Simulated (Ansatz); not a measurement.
# Work function of Ba(110): what the settings cost and change, part 2 of 2

Aim: the work function of Ba(110) against thickness and vacuum, with the cost.

Ansatz 0.2.0; plane-wave DFT, PBE, Ansatz PAW.

So far, work function, upper face (eV): step 2 (slab, setting 1 layer) 2.39; step 3 (slab, 2 atoms) 2.43; step 4 (run, 3 atoms) 2.44; step 5 (slab, 4 atoms) 2.44; step 6 (run, 5 atoms) 2.44.

## Step 7: Slab, 6 atoms

System of this step: Ba(110). The cell holds 6 atoms: 6 Ba. Cell: a = 4.347 Å, b = 4.347 Å, c = 35.748 Å, α = 90.0°, β = 90.0°, γ = 70.5°. Vacuum lies along c.

Contents of input.yaml:

```yaml
crystal:
  lattice:
    - [3.5496760416, -2.51, 0.0]
    - [3.5496760416, 2.51, 0.0]
    - [0.0, 0.0, 35.7483802078]
  atoms:
    - { symbol: Ba, position: [0.0, 0.0, 0.2517596587] }
    - { symbol: Ba, position: [0.5, 0.5, 0.3510557952] }
    - { symbol: Ba, position: [0.0, 0.0, 0.4503519317] }
    - { symbol: Ba, position: [0.5, 0.5, 0.5496480683] }
    - { symbol: Ba, position: [0.0, 0.0, 0.6489442048] }
    - { symbol: Ba, position: [0.5, 0.5, 0.7482403413] }
kpoints:
  mp_grid: { grid: [10, 10, 1] }
hamiltonian:
  xc: pbe
scf:
  occupations: { method: fermi_dirac, width: 0.1 }
  convergence: { dr2_threshold: 1.0e-09 }
efield:
  axis: 3
  dipole_correction: true
  ramp_position: 0.97
  ramp_width: 0.06
output:
  write_potential: true
  write_density: true
  volumetric_format: npy
```

The run is started by

```sh
> ansatz run input.yaml --threads 2 --pin off --max-ram 3072MiB --backend cpu --events-out ev --progress --plain --runs-dir out
```

Numbers of over 12 decimals in the logs are rounded to 6 here.

What it wrote:

```text
[...]
Crystal: 6 atoms, lattice volume = 637.014 Å³
Basis set: ecut = 420 eV, 12465 PW (Γ)
Bands: 36, of which v1, the nominal top of the filled ones, is band 30 counted from 1 (29 counted from 0)
Symmetry: 4 space group operations
k-points: 31 of 100
[...]
k-point 0: bands = [... 26 lower, 0.4937, 0.9367, 1.3522, 1.5976, 2.9876, 2.9996, 3.2562, 3.3172, ... 8 higher]
  k-point 1: bands = [... 26 lower, 0.6207, 1.0619, 1.4830, 1.7361, 3.0088, 3.0236, 3.2532, 3.3054, ... 8 higher]
  k-point 2: bands = [... 26 lower, 0.9566, 1.3789, 1.8085, 2.0961, 3.0114, 3.0171, 3.1884, 3.2029, ... 8 higher]
  k-point 30: bands = [... 26 lower, 2.0615, 2.0734, 2.1153, 2.2261, 2.2511, 2.2633, 2.5526, 2.9594, ... 8 higher]
[key lines of the parts left out:]
SCF converged after 9 iterations
Free energy (F): -35696.672834 eV
Fermi energy:    2.562904 eV
Dipole field:    D = 0.000000 V/Å  (p = 0.000001 e·Å, saw-weighted, corrected)
Work function:   Φ+ = 2.4402 eV   Φ− = 2.4402 eV
```

Run time: 2.4 min. Hardware: 2 threads of Arm Neoverse N1, shared host; peak memory 1.2 GiB; 4.3 min of CPU time.

The work function is 2.440 eV, -0.000 eV from the run “5 layers”, at 1.4 times its CPU time.

## Step 8: Run, 8 atoms

System of this step: Ba(110). The cell holds 8 atoms: 8 Ba. Cell: a = 4.347 Å, b = 4.347 Å, c = 42.848 Å, α = 90.0°, β = 90.0°, γ = 70.5°. Vacuum lies along c.

input.yaml, the sections that differ from step 7:

```yaml
crystal:
  lattice:
    - [3.5496760416, -2.51, 0.0]
    - [3.5496760416, 2.51, 0.0]
    - [0.0, 0.0, 42.8477322909]
  atoms:
    - { symbol: Ba, position: [0.0, 0.0, 0.2100461219] }
    - { symbol: Ba, position: [0.5, 0.5, 0.2928900871] }
    - { symbol: Ba, position: [0.0, 0.0, 0.3757340522] }
    - { symbol: Ba, position: [0.5, 0.5, 0.4585780174] }
    - { symbol: Ba, position: [0.0, 0.0, 0.5414219826] }
    - { symbol: Ba, position: [0.5, 0.5, 0.6242659478] }
    - { symbol: Ba, position: [0.0, 0.0, 0.7071099129] }
    - { symbol: Ba, position: [0.5, 0.5, 0.7899538781] }
# kpoints, hamiltonian, scf, efield, output: as in step 7
```

What it wrote:

```text
[...]
Crystal: 8 atoms, lattice volume = 763.520 Å³
Basis set: ecut = 420 eV, 14941 PW (Γ)
Bands: 48, of which v1, the nominal top of the filled ones, is band 40 counted from 1 (39 counted from 0)
Symmetry: 4 space group operations
k-points: 31 of 100
[...]
k-point 0: bands = [... 36 lower, 1.4498, 1.7881, 2.0375, 2.1705, 3.5321, 3.5329, 3.7940, 3.8294, ... 12 higher]
  k-point 1: bands = [... 36 lower, 1.5734, 1.9155, 2.1723, 2.3101, 3.5542, 3.5559, 3.7913, 3.8206, ... 12 higher]
  k-point 2: bands = [... 36 lower, 1.8854, 2.2298, 2.5123, 2.6766, 3.5448, 3.5631, 3.6787, 3.7283, ... 12 higher]
  k-point 30: bands = [... 36 lower, 2.5917, 2.6667, 2.6976, 2.7100, 2.8044, 2.8256, 2.8801, 3.1300, ... 12 higher]
[key lines of the parts left out:]
SCF converged after 10 iterations
Free energy (F): -47595.795737 eV
Fermi energy:    3.102370 eV
Dipole field:    D = 0.000000 V/Å  (p = 0.000001 e·Å, saw-weighted, corrected)
Work function:   Φ+ = 2.4393 eV   Φ− = 2.4394 eV
```

The job ended after 5.3 min (2 threads; peak memory 1.7 GiB).

The work function is 2.439 eV, -0.001 eV from the run “6 layers”, at 1.8 times its CPU time.

## Step 9: Slab, 10 atoms

System of this step: Ba(110). The cell holds 10 atoms: 10 Ba. Its edges and angles: a = 4.347 Å, b = 4.347 Å, c = 49.947 Å, α = 90.0°, β = 90.0°, γ = 70.5°. Vacuum lies along c.

input.yaml, the sections that differ from step 8:

```yaml
crystal:
  lattice:
    - [3.5496760416, -2.51, 0.0]
    - [3.5496760416, 2.51, 0.0]
    - [0.0, 0.0, 49.947084374]
  atoms:
    - { symbol: Ba, position: [0.0, 0.0, 0.1801906981] }
    - { symbol: Ba, position: [0.5, 0.5, 0.2512594318] }
    - { symbol: Ba, position: [0.0, 0.0, 0.3223281656] }
    - { symbol: Ba, position: [0.5, 0.5, 0.3933968994] }
    - { symbol: Ba, position: [0.0, 0.0, 0.4644656331] }
    - { symbol: Ba, position: [0.5, 0.5, 0.5355343669] }
    - { symbol: Ba, position: [0.0, 0.0, 0.6066031006] }
    - { symbol: Ba, position: [0.5, 0.5, 0.6776718344] }
    - { symbol: Ba, position: [0.0, 0.0, 0.7487405682] }
    - { symbol: Ba, position: [0.5, 0.5, 0.8198093019] }
# kpoints, hamiltonian, scf, efield, output: as in step 8
```

What it wrote:

```text
[...]
Crystal: 10 atoms, lattice volume = 890.026 Å³
Basis set: ecut = 420 eV, 17469 PW (Γ)
Bands: 60, of which v1, the nominal top of the filled ones, is band 50 counted from 1 (49 counted from 0)
Symmetry: 4 space group operations
k-points: 31 of 100
[...]
k-point 0: bands = [... 46 lower, 2.1016, 2.3347, 2.4901, 2.5711, 3.9176, 3.9186, 4.1789, 4.2022, ... 16 higher]
  k-point 1: bands = [... 46 lower, 2.2269, 2.4660, 2.6273, 2.7112, 3.9406, 3.9408, 4.1764, 4.1951, ... 16 higher]
  k-point 2: bands = [... 46 lower, 2.5352, 2.7913, 2.9789, 3.0809, 3.9371, 3.9402, 4.0578, 4.0797, ... 16 higher]
  k-point 30: bands = [... 46 lower, 3.0117, 3.0373, 3.1050, 3.1335, 3.1587, 3.2122, 3.2248, 3.3285, ... 16 higher]
[key lines of the parts left out:]
SCF converged after 9 iterations
Free energy (F): -59494.918510 eV
Fermi energy:    3.488032 eV
Dipole field:    D = 0.000000 V/Å  (p = 0.000002 e·Å, saw-weighted, corrected)
Work function:   Φ+ = 2.4396 eV   Φ− = 2.4396 eV
```

Wall time 10 min (2 threads); peak memory 2.4 GiB; 13 min of CPU time.

The work function is 2.440 eV, +0.000 eV from the run “8 layers”, at 1.7 times its CPU time.

## Step 10: Slab, 13 atoms

System of this step: Ba(110). The cell holds 13 atoms: 13 Ba. Its edges and angles: a = 4.347 Å, b = 4.347 Å, c = 60.596 Å, α = 90.0°, β = 90.0°, γ = 70.5°. Vacuum lies along c.

input.yaml, the sections that differ from step 9:

```yaml
crystal:
  lattice:
    - [3.5496760416, -2.51, 0.0]
    - [3.5496760416, 2.51, 0.0]
    - [0.0, 0.0, 60.5961124987]
  atoms:
    - { symbol: Ba, position: [0.0, 0.0, 0.1485243794] }
    - { symbol: Ba, position: [0.5, 0.5, 0.2071036495] }
    - { symbol: Ba, position: [0.0, 0.0, 0.2656829196] }
    - { symbol: Ba, position: [0.5, 0.5, 0.3242621897] }
    - { symbol: Ba, position: [0.0, 0.0, 0.3828414598] }
    - { symbol: Ba, position: [0.5, 0.5, 0.4414207299] }
    - { symbol: Ba, position: [0.0, 0.0, 0.5] }
    - { symbol: Ba, position: [0.5, 0.5, 0.5585792701] }
    - { symbol: Ba, position: [0.0, 0.0, 0.6171585402] }
    - { symbol: Ba, position: [0.5, 0.5, 0.6757378103] }
    - { symbol: Ba, position: [0.0, 0.0, 0.7343170804] }
    - { symbol: Ba, position: [0.5, 0.5, 0.7928963505] }
    - { symbol: Ba, position: [0.0, 0.0, 0.8514756206] }
# kpoints, hamiltonian, scf, efield, output: as in step 9
```

What it wrote:

```text
[...]
Crystal: 13 atoms, lattice volume = 1079.785 Å³
Basis set: ecut = 420 eV, 21169 PW (Γ)
Bands: 78, of which v1, the nominal top of the filled ones, is band 65 counted from 1 (64 counted from 0)
Symmetry: 4 space group operations
k-points: 31 of 100
[...]
k-point 0: bands = [... 61 lower, 2.7254, 2.8599, 2.9456, 2.9906, 4.3266, 4.3280, 4.5873, 4.6016, ... 22 higher]
  k-point 1: bands = [... 61 lower, 2.8557, 2.9955, 3.0846, 3.1310, 4.3493, 4.3504, 4.5850, 4.5964, ... 22 higher]
  k-point 2: bands = [... 61 lower, 3.1765, 3.3378, 3.4461, 3.5030, 4.3465, 4.3492, 4.4514, 4.4730, ... 22 higher]
  k-point 30: bands = [... 61 lower, 3.4659, 3.4856, 3.5001, 3.5629, 3.5803, 3.5909, 3.6412, 3.6445, ... 22 higher]
[key lines of the parts left out:]
SCF converged after 10 iterations
Free energy (F): -77343.602711 eV
Fermi energy:    3.897223 eV
Dipole field:    D = 0.000000 V/Å  (p = 0.000001 e·Å, saw-weighted, corrected)
Work function:   Φ+ = 2.4395 eV   Φ− = 2.4396 eV
```

Elapsed: 12 min, on 2 threads; peak memory 2.8 GiB; 21 min of CPU time.

The work function is 2.439 eV, -0.000 eV from the run “10 layers”, at 1.6 times its CPU time.

## Step 11: Slab, 7 atoms

System of this step: Ba(110). The cell holds 7 atoms: 7 Ba. Its edges and angles: a = 4.347 Å, b = 4.347 Å, c = 31.298 Å, α = 90.0°, β = 90.0°, γ = 70.5°. Vacuum lies along c.

input.yaml, the sections that differ from step 10:

```yaml
crystal:
  lattice:
    - [3.5496760416, -2.51, 0.0]
    - [3.5496760416, 2.51, 0.0]
    - [0.0, 0.0, 31.2980562493]
  atoms:
    - { symbol: Ba, position: [0.0, 0.0, 0.1597543298] }
    - { symbol: Ba, position: [0.5, 0.5, 0.2731695532] }
    - { symbol: Ba, position: [0.0, 0.0, 0.3865847766] }
    - { symbol: Ba, position: [0.5, 0.5, 0.5] }
    - { symbol: Ba, position: [0.0, 0.0, 0.6134152234] }
    - { symbol: Ba, position: [0.5, 0.5, 0.7268304468] }
    - { symbol: Ba, position: [0.0, 0.0, 0.8402456702] }
# kpoints, hamiltonian, scf, efield, output: as in step 10
```

What it wrote:

```text
[...]
Crystal: 7 atoms, lattice volume = 557.712 Å³
Basis set: ecut = 420 eV, 10939 PW (Γ)
Bands: 42, of which v1, the nominal top of the filled ones, is band 35 counted from 1 (34 counted from 0)
Symmetry: 4 space group operations
k-points: 31 of 100
[...]
k-point 0: bands = [... 31 lower, 2.3704, 2.7607, 3.0877, 3.2627, 4.5204, 4.7777, 4.9004, 4.9460, ... 10 higher]
  k-point 1: bands = [... 31 lower, 2.4951, 2.8862, 3.2210, 3.4018, 4.5574, 4.7757, 4.8971, 4.9385, ... 10 higher]
  k-point 2: bands = [... 31 lower, 2.8164, 3.1982, 3.5551, 3.7652, 4.6076, 4.6975, 4.8056, 4.8599, ... 10 higher]
  k-point 30: bands = [... 31 lower, 3.7062, 3.7437, 3.7757, 3.8408, 3.9071, 3.9125, 4.0729, 4.3849, ... 10 higher]
[key lines of the parts left out:]
SCF converged after 10 iterations
Free energy (F): -41646.235503 eV
Fermi energy:    4.207895 eV
Dipole field:    D = -0.000000 V/Å  (p = -0.000000 e·Å, saw-weighted, corrected)
Work function:   Φ+ = 2.3684 eV (in doubt: plateau slope 2.9e-1 eV/Å)   Φ− = 2.3886 eV (in doubt: plateau slope 2.3e-1 eV/Å)
```

It took 2.3 min on 2 threads; peak memory 0.99 GiB; 4 min of CPU time.

The work function is 2.368 eV. The program marks this work function as in doubt.

## Step 12: Slab, 7 atoms (run 2)

The cell differs from the one that the last finished run ended in (c 31.298 → 35.298 Å).

input.yaml, the sections that differ from step 11:

```yaml
crystal:
  lattice:
    - [3.5496760416, -2.51, 0.0]
    - [3.5496760416, 2.51, 0.0]
    - [0.0, 0.0, 35.2980562493]
  atoms:
    - { symbol: Ba, position: [0.0, 0.0, 0.198311203] }
    - { symbol: Ba, position: [0.5, 0.5, 0.2988741354] }
    - { symbol: Ba, position: [0.0, 0.0, 0.3994370677] }
    - { symbol: Ba, position: [0.5, 0.5, 0.5] }
    - { symbol: Ba, position: [0.0, 0.0, 0.6005629323] }
    - { symbol: Ba, position: [0.5, 0.5, 0.7011258646] }
    - { symbol: Ba, position: [0.0, 0.0, 0.801688797] }
# kpoints, hamiltonian, scf, efield, output: as in step 11
```

What it wrote:

```text
[...]
Crystal: 7 atoms, lattice volume = 628.989 Å³
Basis set: ecut = 420 eV, 12327 PW (Γ)
Bands: 42, of which v1, the nominal top of the filled ones, is band 35 counted from 1 (34 counted from 0)
Symmetry: 4 space group operations
k-points: 31 of 100
[...]
k-point 0: bands = [... 31 lower, 1.6165, 2.0125, 2.3347, 2.5123, 3.8764, 3.8968, 4.1496, 4.1951, ... 10 higher]
  k-point 1: bands = [... 31 lower, 1.7411, 2.1382, 2.4677, 2.6515, 3.9029, 3.9157, 4.1465, 4.1853, ... 10 higher]
  k-point 2: bands = [... 31 lower, 2.0622, 2.4509, 2.8005, 3.0153, 3.9043, 3.9118, 4.0595, 4.0855, ... 10 higher]
  k-point 30: bands = [... 31 lower, 2.9552, 2.9930, 3.0246, 3.0899, 3.1563, 3.1613, 3.3212, 3.6345, ... 10 higher]
[key lines of the parts left out:]
SCF converged after 10 iterations
Free energy (F): -41646.234370 eV
Fermi energy:    3.457246 eV
Dipole field:    D = 0.000000 V/Å  (p = 0.000000 e·Å, saw-weighted, corrected)
Work function:   Φ+ = 2.4370 eV (in doubt: plateau slope 1.2e-2 eV/Å)   Φ− = 2.4378 eV
```

It took 3.2 min on 2 threads; peak memory 1.3 GiB; 5.4 min of CPU time.

The work function is 2.437 eV, +0.069 eV from the run “7 layers, 10 Å of vacuum”, at 1.4 times its CPU time. The program marks this work function as in doubt.

## Step 13: Run, 7 atoms

The cell differs from the one that the last finished run ended in (c 35.298 → 47.298 Å).

input.yaml, the sections that differ from step 12:

```yaml
crystal:
  lattice:
    - [3.5496760416, -2.51, 0.0]
    - [3.5496760416, 2.51, 0.0]
    - [0.0, 0.0, 47.2980562493]
  atoms:
    - { symbol: Ba, position: [0.0, 0.0, 0.2748527325] }
    - { symbol: Ba, position: [0.5, 0.5, 0.3499018216] }
    - { symbol: Ba, position: [0.0, 0.0, 0.4249509108] }
    - { symbol: Ba, position: [0.5, 0.5, 0.5] }
    - { symbol: Ba, position: [0.0, 0.0, 0.5750490892] }
    - { symbol: Ba, position: [0.5, 0.5, 0.6500981784] }
    - { symbol: Ba, position: [0.0, 0.0, 0.7251472675] }
# kpoints, hamiltonian, scf, efield, output: as in step 12
```

What it wrote:

```text
[...]
Crystal: 7 atoms, lattice volume = 842.822 Å³
Basis set: ecut = 420 eV, 16549 PW (Γ)
Bands: 42, of which v1, the nominal top of the filled ones, is band 35 counted from 1 (34 counted from 0)
Symmetry: 4 space group operations
k-points: 31 of 100
[...]
k-point 0: bands = [... 31 lower, 0.1203, 0.5163, 0.8385, 1.0161, 2.3892, 2.3923, 2.6534, 2.6989, ... 10 higher]
  k-point 1: bands = [... 31 lower, 0.2448, 0.6421, 0.9715, 1.1553, 2.4101, 2.4168, 2.6504, 2.6889, ... 10 higher]
  k-point 2: bands = [... 31 lower, 0.5659, 0.9548, 1.3042, 1.5192, 2.4047, 2.4198, 2.5638, 2.5879, ... 10 higher]
  k-point 30: bands = [... 31 lower, 1.4590, 1.4968, 1.5284, 1.5937, 1.6601, 1.6651, 1.8250, 2.1383, ... 10 higher]
[key lines of the parts left out:]
SCF converged after 10 iterations
Free energy (F): -41646.234303 eV
Fermi energy:    1.961054 eV
Dipole field:    D = 0.000000 V/Å  (p = 0.000001 e·Å, saw-weighted, corrected)
Work function:   Φ+ = 2.4401 eV   Φ− = 2.4401 eV
```

It took 4.8 min on 2 threads; peak memory 1.7 GiB.

The work function is 2.440 eV, +0.003 eV from the run “7 layers, 14 Å of vacuum”, at 1.4 times its CPU time.

## Step 14: The series together

Times are for 2 threads of Arm Neoverse N1, shared host. The series side by side:

```
no.                   setting  work function, upper face (eV)     time  memory (GiB)
  1                   1 layer                           2.387     21 s          0.46
  2                  2 layers                           2.429     40 s          0.60
  3                  3 layers                           2.439     52 s          0.72
  4                  4 layers                           2.440     92 s          0.84
  5                  5 layers                           2.440    3 min           1.0
  6                  6 layers                           2.440  2.4 min           1.2
  7                  8 layers                           2.439  5.3 min           1.7
  8                 10 layers                           2.440   10 min           2.4
  9                 13 layers                           2.439   12 min           2.8
 10  7 layers, 10 Å of vacuum                           2.368  2.3 min          0.99
 11  7 layers, 14 Å of vacuum                           2.437  3.2 min           1.3
 12  7 layers, 26 Å of vacuum                           2.440  4.8 min           1.7
```

## Step 15: The same run with other settings

System of this step: Ba(110) monolayer. The cell holds 1 atom: 1 Ba. Cell: a = 4.347 Å, b = 4.347 Å, c = 18.000 Å, α = 90.0°, β = 90.0°, γ = 70.5°. Vacuum lies along c. The cell carries charge +6.

An input spoilt on purpose, to show how the run answers: it repeats the earlier run “1 layer” with total_charge to 6, and scf.max_iter set to 60; its output block differs too.

input.yaml, the sections that differ from step 13:

```yaml
crystal:
  lattice:
    - [3.5496760416, -2.51, 0.0]
    - [3.5496760416, 2.51, 0.0]
    - [0.0, 0.0, 18.0]
  atoms:
    - { symbol: Ba, position: [0.0, 0.0, 0.5] }
scf:
  occupations: { method: fermi_dirac, width: 0.1 }
  convergence: { dr2_threshold: 1.0e-09 }
  max_iter: 60
total_charge: 6
# kpoints, hamiltonian, efield, output: as in step 13
```

What it wrote:

```text
Error: efield: with total_charge ≠ 0 without external_charges — the saw-weighted dipole of a charged cell depends on the ramp position (the isolated-slab reference a dipole correction restores does not exist for a charged slab), so the field energy is ill-defined under the jellium convention; neutralise the cell or drop the efield: block, which crystal.periodic lets a charged slab do
```

Run time: 0.07 s. Hardware: 2 threads; peak memory 0.031 GiB.

The input was rejected at the start.

The program's message: “Error: efield: with total_charge ≠ 0 without external_charges — the saw-weighted dipole of a charged cell depends on the ramp position (the isolated-slab reference a dipole correction restores does no …”

The fault put into the input: a net charge in a cell with a dipole correction and no gate.

## Step 16: Results

| Item | Value |
| --- | --- |
| work function, 4 layers | 2.440 eV |
| work function, 6 layers | 2.440 eV |
| work function, 13 layers | 2.439 eV |
| work function, 7 layers, 10 Å of vacuum | 2.368 eV |

The thickest slab gives 2.44 eV, and the settings tried spread the value from 2.37 to 2.44 eV. At 18 Å of vacuum, the slabs from 2 layers on stay within 0.02 eV of the thickest. Going from 10 to 26 Å of vacuum moves it by 0.072 eV. The program marks the value as in doubt in “7 layers, 10 Å of vacuum” and “7 layers, 14 Å of vacuum”. The ladder's slabs use the tabulated experimental lattice constant (two decimals; a low-temperature value for the alkali metals). In 2 runs of the series (7 layers, 10 Å of vacuum and 7 layers, 14 Å of vacuum) the program warns that electrons reach the sawtooth's ramp, which makes dipole and work function less sure.

[Logs are printed without paths, hosts, clocks, repeated set-up lines and the standing remarks that a program may print on its own settings, such as how far it seeks lower states.]

[Hosts, paths, dates, database ids (printed as entryN), source tags and the programs' standing remarks are cut or masked in the printed files.]

[Maps of the electrostatic potential energy from Ansatz leave out the sawtooth potential of an applied field or a dipole correction, so their vacuum need not be flat; planar profiles and work functions include it.]
